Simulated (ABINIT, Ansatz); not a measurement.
## How the form of the self-energy moves the gap of YVO4 (I4_1/amd)

How much does the gap of YVO4 (I4_1/amd) depend on the approximation to the self-energy?

Program: ABINIT 10.8.3. Level of theory: LDA and many-body steps on it, plane waves. Results are calculated unless marked as measured.

## Step 1: Starting point

It takes space group I4_1/amd (No. 141, tetragonal). Conventional cell: a = 7.118 Å, b = 7.118 Å, c = 6.289 Å, α = 90.00°, β = 90.00°, γ = 90.00°. Y has 8 O at 2.30 to 2.43 Å nearest. V has 4 O at 1.71 Å nearest. Nearest to O lie 1 V at 1.71 Å and 2 Y at 2.30 to 2.43 Å. Farther neighbours and most contacts between anions are not listed.

The cell and positions come from the Crystallography Open Database and are kept as given unless a step says otherwise.

## Step 2: Empty states on the mesh, 4×4×4 mesh, 283 bands

This step: ABINIT 10.8.3; DFT, LDA, plane waves, norm-conserving pseudopotentials.

The sums over transitions need many empty states on a uniform mesh; this step solves for them.

File run.abi:

```
acell 3*1.0 Angstrom
rprim 
  -3.559150000000 3.559150000000 3.144650000000
  3.559150000000 -3.559150000000 3.144650000000
  3.559150000000 3.559150000000 -3.144650000000
ntypat 3
znucl 39 23 8
natom 12
typat 1 1 2 2 3 3 3 3 3 3 3 3
xred 
  0.750000000000 0.250000000000 0.500000000000
  0.000000000000 0.000000000000 0.000000000000
  0.500000000000 0.500000000000 0.000000000000
  0.250000000000 0.750000000000 0.500000000000
  0.510000000000 0.325800000000 0.184200000000
  0.075800000000 0.391600000000 0.315800000000
  0.141600000000 0.325800000000 0.815800000000
  0.075800000000 0.760000000000 0.684200000000
  0.240000000000 0.924200000000 0.315800000000
  0.674200000000 0.490000000000 0.815800000000
  0.608400000000 0.924200000000 0.684200000000
  0.674200000000 0.858400000000 0.184200000000
pp_dirpath "pseudos"
pseudos "Y.upf, V.upf, O.upf"
ecut 38
ngkpt 4 4 4
nshiftk 1
shiftk 0 0 0
kptopt 1
chksymbreak 0
iscf -2
irdden 1
istwfk *1
nband 283
nbdbuf 24
tolwfr 1e-09
nstep 60
prtvol 0
indata_prefix "in"
outdata_prefix "out"
tmpdata_prefix "tmp"
```

Run with:

```console
OMP_NUM_THREADS=1 mpirun -n 8 abinit run.abi > log
```

Numbers of over 12 decimals in the logs are rounded to 6 here.

Output:

```text
.Version 10.8.3 of ABINIT. v10.8.2 released Aug 2026.

 Symmetries : space group I4_1/a m d (#141); Bravais tI (body-center tetrag.)
[... echo of the input left out ...]
== DATASET  1 ==================================================================
-   mpi_nproc: 8, omp_nthreads: 1 (-1 if OMP is not activated)
-    --> not optimal distribution: autoparal keyword recommended in input file <--

--- !DatasetInfo
iteration_state: {dtset: 1, }
dimensions: {natom: 12, nkpt: 13, mband: 283, nsppol: 1, nspinor: 1, nspden: 1, mpw: 12062, }
[...]
2.46573    2.46864    2.46864    2.48853    2.50728    2.50860    2.51265    2.52450
   2.52450    2.53006    2.53006    2.53930    2.56055    2.56669    2.56679    2.58631
   2.58702    2.61065    2.61717
 prteigrs : prtvol=0 or 1, do not print more k-points.

== END DATASET(S) ==============================================================
================================================================================

 -outvars: echo values of variables after computation  --------
            nband         283
             nkpt          13
          spgroup         141
 [... the other variables as echoed above ...]

 Calculation completed.
```

Run time: 6 min. Hardware: 8 MPI ranks of Arm Neoverse V2, shared host; peak memory 1.4 GiB.

Numbers from this step:

| Property | Result |
| --- | --- |
| gap | 2.875 eV |
| k of the valence top | 0, 0, 0 |
| k of the conduction bottom | 0, 0, 0 |
| least direct gap | 2.875 eV |
| k points computed | 13 |
| lowest point of the top converged band, above the valence top | 62.4817 eV |

On this mesh the gap is 2.875 eV.

The density comes from a self-consistent run that is not shown.

## Step 3: Screening, 4×4×4 mesh, 134 bands, screening to 98 eV

The RPA dielectric matrix is built and inverted for each q.

This step: RPA screening on LDA, plane waves, norm-conserving pseudopotentials.

Edit run.abi of step 2 so:

```diff
@@ -30,10 +30,11 @@
 chksymbreak 0
-iscf -2
-irdden 1
 istwfk *1
-nband 283
-nbdbuf 24
-tolwfr 1e-09
-nstep 60
-prtvol 0
+occopt 1
+irdwfk 1
+optdriver 3
+nband 134
+ecuteps 3.6
+inclvkb 2
+awtr 1
+symchi 1
 indata_prefix "in"
```

Output:

```text
.Version 10.8.3 of ABINIT. v10.8.2 released Aug 2026.

 Symmetries : space group I4_1/a m d (#141); Bravais tI (body-center tetrag.)
[... echo of the input left out ...]
== DATASET  1 ==================================================================
-   mpi_nproc: 8, omp_nthreads: 1 (-1 if OMP is not activated)

--- !DatasetInfo
iteration_state: {dtset: 1, }
dimensions: {natom: 12, nkpt: 13, mband: 134, nsppol: 1, nspinor: 1, nspden: 1, mpw: 12062, }
cutoff_energies: {ecut:  38.0, pawecutdg:  -1.0, }
electrons: {nelect:   9.60000000E+01, charge:   0.00000000E+00, occopt:   1.00000000E+00, tsmear:   1.00000000E-02, }

 SCREENING: Calculation of the susceptibility and dielectric matrices

 Based on a program developped by R.W. Godby, V. Olevano, G. Onida, and L. Reining.
 Incorporated in ABINIT by V. Olevano, G.-M. Rignanese, and M. Torrent.
.Using double precision arithmetic ; gwpc =  8

[... cell and pseudopotentials left out ...]
--------------------------------------------------------------------------------

 ==== K-mesh for the wavefunctions ====
 Number of points in the irreducible wedge :    13
[... list of points left out ...]
 Together with 16 symmetry operations and time-reversal symmetry
 yields    64 points in the full Brillouin Zone.

 ==== Q-mesh for the screening function ====
 Number of points in the irreducible wedge :    13
[... list of points left out ...]
 Together with 16 symmetry operations and time-reversal symmetry
 yields    64 points in the full Brillouin Zone.

 setmesh: FFT mesh size selected  =    36x   36x   36
          total number of points  =        46656

 vcoul_init : cutoff-mode = AUXILIARY_FUNCTION
 q-points for optical limit:   1
     1)      0.000010    0.000020    0.000030

- screening: taking advantage of time-reversal symmetry
- Maximum band index for partially occupied states nbvw = 48
- Remaining bands to be divided among processors   nbcw = 86
- Number of bands treated by each node ~10

 Number of electrons calculated from density =   96.0000; Expected =   96.0000
 average of density, n =  0.089279
 r_s =    1.3880
 omega_plasma =   28.8224 [eV]

 calculating chi0 at frequencies [eV] :
  1    0.000000E+00    0.000000E+00
  2    0.000000E+00    2.882242E+01

--------------------------------------------------------------------------------
  q-point number  1        q = ( 0.000000, 0.000000, 0.000000) [r.l.u.]
--------------------------------------------------------------------------------
[... chi0 elements left out ...]
 For q-point:  0.000010 0.000020 0.000030
  dielectric constant =   4.0304
  dielectric constant without local fields =   4.9138

  Average fulfillment of the sum rule on Im[epsilon] for q-point    1 :     40.12  [%]
[... wings left out ...]
  q-point number  2        q = ( 0.250000, 0.000000, 0.000000) [r.l.u.]
--------------------------------------------------------------------------------
[... chi0 elements left out ...]
  Average fulfillment of the sum rule on Im[epsilon] for q-point    2 :     51.24  [%]

 [... 11 further q-points ...]
```

It took 5.1 min on 8 MPI ranks; peak memory 7.1 GiB; 41 min of CPU time.

This step gave:

* ε∞ with local fields, on this mesh, along the program's q direction: 4.030
* the same without local fields: 4.914
* plasma frequency: 28.82 eV
* plane waves in the screening matrix: 349

Local fields lower ε∞ by 18 %.

## Step 4: G0W0, Godby-Needs plasmon pole

The self-energy is evaluated for the states that the input lists, and the levels follow from it, in one-shot runs by the linearised quasiparticle equation.

This step: G0W0 on LDA, plane waves, norm-conserving pseudopotentials.

Edit run.abi of step 3 so:

```diff
@@ -33,8 +33,15 @@
 irdwfk 1
-optdriver 3
+optdriver 4
 nband 134
+gwcalctyp 0
+ecutsigx 38
+symsigma 1
+nkptgw 1
+kptgw 
+  0.0000000000 0.0000000000 0.0000000000
+bdgw 
+  46 50
 ecuteps 3.6
-inclvkb 2
-awtr 1
-symchi 1
+irdscr 1
+ppmodel 1
 indata_prefix "in"
```

Output:

```text
.Version 10.8.3 of ABINIT. v10.8.2 released Aug 2026.

 Symmetries : space group I4_1/a m d (#141); Bravais tI (body-center tetrag.)
[... echo of the input left out ...]
== DATASET  1 ==================================================================
-   mpi_nproc: 8, omp_nthreads: 1 (-1 if OMP is not activated)

--- !DatasetInfo
iteration_state: {dtset: 1, }
dimensions: {natom: 12, nkpt: 13, mband: 134, nsppol: 1, nspinor: 1, nspden: 1, mpw: 12062, }
cutoff_energies: {ecut:  38.0, pawecutdg:  -1.0, }
electrons: {nelect:   9.60000000E+01, charge:   0.00000000E+00, occopt:   1.00000000E+00, tsmear:   1.00000000E-02, }

 SIGMA: Calculation of the GW corrections

 Based on a program developped by R.W. Godby, V. Olevano, G. Onida, and L. Reining.
 Incorporated in ABINIT by V. Olevano, G.-M. Rignanese, and M. Torrent.
.Using double precision arithmetic ; gwpc =  8

[... cell and pseudopotentials left out ...]
--------------------------------------------------------------------------------

 ==== K-mesh for the wavefunctions ====
 Number of points in the irreducible wedge :    13
[... list of points left out ...]
 Together with 16 symmetry operations and time-reversal symmetry
 yields    64 points in the full Brillouin Zone.

 ==== Q-mesh for screening function ====
 Number of points in the irreducible wedge :    13
[... list of points left out ...]
 Together with 16 symmetry operations and time-reversal symmetry
 yields    64 points in the full Brillouin Zone.

 vcoul_init : cutoff-mode = AUXILIARY_FUNCTION
 q-points for optical limit:   1
     1)      0.000010    0.000020    0.000030
 setmesh: FFT mesh size selected  =    60x   60x   60
          total number of points  =       216000

 Number of electrons calculated from density =   96.0000; Expected =   96.0000
 average of density, n =  0.089279
 r_s =    1.3880
 omega_plasma =   28.8224 [eV]

 === KS Band Gaps ===
  >>>> For spin  1
   Minimum direct gap =   2.8750 [eV], located at k-point      :   0.0000  0.0000  0.0000
   Fundamental gap    =   2.8750 [eV], Top of valence bands at :   0.0000  0.0000  0.0000
                                       Bottom of conduction at :   0.0000  0.0000  0.0000
 SIGMA fundamental parameters:
 PLASMON POLE MODEL  1
 number of plane-waves for SigmaX                12033
 number of plane-waves for SigmaC and W            349
 number of plane-waves for wavefunctions         12033
 number of bands                                   134
 number of independent spin polarizations            1
 number of spinorial components                      1
 number of k-points in IBZ                          13
 number of q-points in IBZ                          13
 number of symmetry operations                      16
 number of k-points in BZ                           64
 number of q-points in BZ                           64
 number of frequencies for dSigma/dE                 9
 frequency step for dSigma/dE [eV]                0.25
 number of omega for Sigma on real axis              0
 max omega for Sigma on real axis  [eV]           0.00
 zcut for avoiding poles [eV]                     0.10

 EPSILON^-1 parameters (SCR file):
 dimension of the eps^-1 matrix on file            349
 dimension of the eps^-1 matrix used               349
 number of plane-waves for wavefunctions         12033
 number of bands                                   134
 number of q-points in IBZ                          13
 number of frequencies                               2
 number of real frequencies                          1
 number of imag frequencies                          1

 matrix elements of self-energy operator (all in [eV])

 Perturbative Calculation

--- !SelfEnergy_ee
iteration_state: {dtset: 1, }
kpoint     : [   0.000,    0.000,    0.000, ]
spin       : 1
KS_gap     :    2.875
QP_gap     :    5.288
Delta_QP_KS:    2.413
data: !SigmaeeData |
     Band     E0 <VxcDFT>   SigX SigC(E0)      Z dSigC/dE  Sig(E)    E-E0       E
       46   2.703 -19.235 -24.331   4.862   0.774  -0.292 -19.416  -0.180   2.523
       47   2.703 -19.235 -24.331   4.862   0.774  -0.292 -19.416  -0.180   2.523
       48   3.108 -19.463 -24.612   4.913   0.770  -0.298 -19.646  -0.182   2.925
       49   5.983 -20.102 -13.084  -4.198   0.791  -0.264 -17.872   2.231   8.214
       50   6.715 -22.451 -14.739  -4.566   0.774  -0.292 -20.016   2.436   9.150

== END DATASET(S) ==============================================================
================================================================================

 -outvars: echo values of variables after computation  --------
           etotal      0.0000000000E+00
            nband         134
             nkpt          13
          spgroup         141
 [... the other variables as echoed above ...]

 Calculation completed.
```

The job ended after 11 s (8 MPI ranks; peak memory 4.7 GiB; 85 s of CPU time).

This step gave:

```
G0W0 gap on the points computed              : 5.289 eV
starting gap on the mesh                     : 2.875 eV
k of the valence top                         : 0, 0, 0
k of the conduction bottom                   : 0, 0, 0
Z at the valence top                         : 0.77
Z at the conduction bottom                   : 0.791
least direct G0W0 gap on the computed points : 5.289 eV
```

The gap on the mesh goes from 2.87 eV to 5.29 eV, a correction of +2.41 eV.

## Step 5: G0W0, Hybertsen-Louie plasmon pole

Edit run.abi of step 4 so:

```diff
@@ -45,3 +45,3 @@
 irdscr 1
-ppmodel 1
+ppmodel 2
 indata_prefix "in"
```

Output:

```text
.Version 10.8.3 of ABINIT. v10.8.2 released Aug 2026.

 Symmetries : space group I4_1/a m d (#141); Bravais tI (body-center tetrag.)
[... echo of the input left out ...]
== DATASET  1 ==================================================================
-   mpi_nproc: 8, omp_nthreads: 1 (-1 if OMP is not activated)

--- !DatasetInfo
iteration_state: {dtset: 1, }
dimensions: {natom: 12, nkpt: 13, mband: 134, nsppol: 1, nspinor: 1, nspden: 1, mpw: 12062, }
cutoff_energies: {ecut:  38.0, pawecutdg:  -1.0, }
electrons: {nelect:   9.60000000E+01, charge:   0.00000000E+00, occopt:   1.00000000E+00, tsmear:   1.00000000E-02, }

 SIGMA: Calculation of the GW corrections

 Based on a program developped by R.W. Godby, V. Olevano, G. Onida, and L. Reining.
 Incorporated in ABINIT by V. Olevano, G.-M. Rignanese, and M. Torrent.
.Using double precision arithmetic ; gwpc =  8

[... cell and pseudopotentials left out ...]
--------------------------------------------------------------------------------

 ==== K-mesh for the wavefunctions ====
 Number of points in the irreducible wedge :    13
[... list of points left out ...]
 Together with 16 symmetry operations and time-reversal symmetry
 yields    64 points in the full Brillouin Zone.

 ==== Q-mesh for screening function ====
 Number of points in the irreducible wedge :    13
[... list of points left out ...]
 Together with 16 symmetry operations and time-reversal symmetry
 yields    64 points in the full Brillouin Zone.

 vcoul_init : cutoff-mode = AUXILIARY_FUNCTION
 q-points for optical limit:   1
     1)      0.000010    0.000020    0.000030
 setmesh: FFT mesh size selected  =    60x   60x   60
          total number of points  =       216000

 Number of electrons calculated from density =   96.0000; Expected =   96.0000
[...]
number of q-points in IBZ                          13
 number of symmetry operations                      16
 number of k-points in BZ                           64
 number of q-points in BZ                           64
 number of frequencies for dSigma/dE                 9
 frequency step for dSigma/dE [eV]                0.25
 number of omega for Sigma on real axis              0
 max omega for Sigma on real axis  [eV]           0.00
 zcut for avoiding poles [eV]                     0.10

 EPSILON^-1 parameters (SCR file):
 dimension of the eps^-1 matrix on file            349
 dimension of the eps^-1 matrix used               349
 number of plane-waves for wavefunctions         12033
 number of bands                                   134
 number of q-points in IBZ                          13
 number of frequencies                               2
 number of real frequencies                          1
 number of imag frequencies                          1

 matrix elements of self-energy operator (all in [eV])

 Perturbative Calculation

--- !SelfEnergy_ee
iteration_state: {dtset: 1, }
kpoint     : [   0.000,    0.000,    0.000, ]
spin       : 1
KS_gap     :    2.875
QP_gap     :    6.238
Delta_QP_KS:    3.363
data: !SigmaeeData |
     Band     E0 <VxcDFT>   SigX SigC(E0)      Z dSigC/dE  Sig(E)    E-E0       E
       46   2.703 -19.235 -24.331   4.446   0.853  -0.172 -19.789  -0.554   2.150
       47   2.703 -19.235 -24.331   4.446   0.853  -0.172 -19.789  -0.554   2.150
       48   3.108 -19.463 -24.612   4.470   0.852  -0.173 -20.042  -0.579   2.529
       49   5.983 -20.102 -13.084  -3.807   0.867  -0.154 -17.318   2.784   8.767
       50   6.715 -22.451 -14.739  -4.033   0.859  -0.163 -19.289   3.163   9.877

== END DATASET(S) ==============================================================
================================================================================

 -outvars: echo values of variables after computation  --------
           etotal      0.0000000000E+00
            nband         134
             nkpt          13
          spgroup         141
 [... the other variables as echoed above ...]

 Calculation completed.
```

It took 11 s on 8 MPI ranks; peak memory 4.5 GiB; 84 s of CPU time.

This step gave:

```
G0W0 gap on the points computed              : 6.238 eV
starting gap on the mesh                     : 2.875 eV
k of the valence top                         : 0, 0, 0
k of the conduction bottom                   : 0, 0, 0
Z at the valence top                         : 0.852
Z at the conduction bottom                   : 0.867
least direct G0W0 gap on the computed points : 6.238 eV
```

Against G0W0 in ABINIT (4×4×4 mesh, 134 bands, screening to 98 eV, Godby-Needs plasmon pole), the gap moves by +0.949 eV.

## Step 6: G0W0, Engel-Farid plasmon pole

Edit run.abi of step 5 so:

```diff
@@ -45,3 +45,3 @@
 irdscr 1
-ppmodel 2
+ppmodel 4
 indata_prefix "in"
```

Output:

```text
.Version 10.8.3 of ABINIT. v10.8.2 released Aug 2026.

 Symmetries : space group I4_1/a m d (#141); Bravais tI (body-center tetrag.)
[... echo of the input left out ...]
== DATASET  1 ==================================================================
-   mpi_nproc: 8, omp_nthreads: 1 (-1 if OMP is not activated)

--- !DatasetInfo
iteration_state: {dtset: 1, }
dimensions: {natom: 12, nkpt: 13, mband: 134, nsppol: 1, nspinor: 1, nspden: 1, mpw: 12062, }
cutoff_energies: {ecut:  38.0, pawecutdg:  -1.0, }
[...]
48   3.108 -19.463 -24.612   4.927   0.798  -0.253 -19.640  -0.177   2.931
       49   5.983 -20.102 -13.084  -4.102   0.818  -0.223 -17.717   2.385   8.368
       50   6.715 -22.451 -14.739  -4.400   0.804  -0.244 -19.790   2.662   9.376

== END DATASET(S) ==============================================================
================================================================================

 -outvars: echo values of variables after computation  --------
           etotal      0.0000000000E+00
            nband         134
             nkpt          13
          spgroup         141
 [... the other variables as echoed above ...]

 Calculation completed.
```

Elapsed: 9.9 s, on 8 MPI ranks; peak memory 4.3 GiB; 78 s of CPU time.

Numbers from this step:

* G0W0 gap on the points computed: 5.437 eV
* starting gap on the mesh: 2.875 eV
* k of the valence top: 0, 0, 0
* k of the conduction bottom: 0, 0, 0
* least direct G0W0 gap on the computed points: 5.437 eV

Against G0W0 in ABINIT (4×4×4 mesh, 134 bands, screening to 98 eV, Godby-Needs plasmon pole), the gap moves by +0.148 eV.

(Part 1 of 2 ends here.)

[Paths, hosts, dates, memory and timing lines, banners, echoed tables and standing remarks are left out of the program output.]

[Logs are printed without paths, hosts, clocks, repeated set-up lines and the standing remarks that a program may print on its own settings, such as how far it seeks lower states.]

[Runs of the session that timed out or met a known fault of the program may be left out.]

[Hosts, paths, dates, database ids (printed as entryN), source tags and the programs' standing remarks are cut or masked in the printed files.]

[G0W0 gaps are taken among the corrected bands and points alone; a level outside them can change the order at an edge.]

[Where Ansatz stands beside ABINIT at settings called matched, ABINIT's density can come from a denser mesh and the files from another edition; pairs whose starting gaps differed by over 0.03 eV were left out, so agreement reads better than it is.]
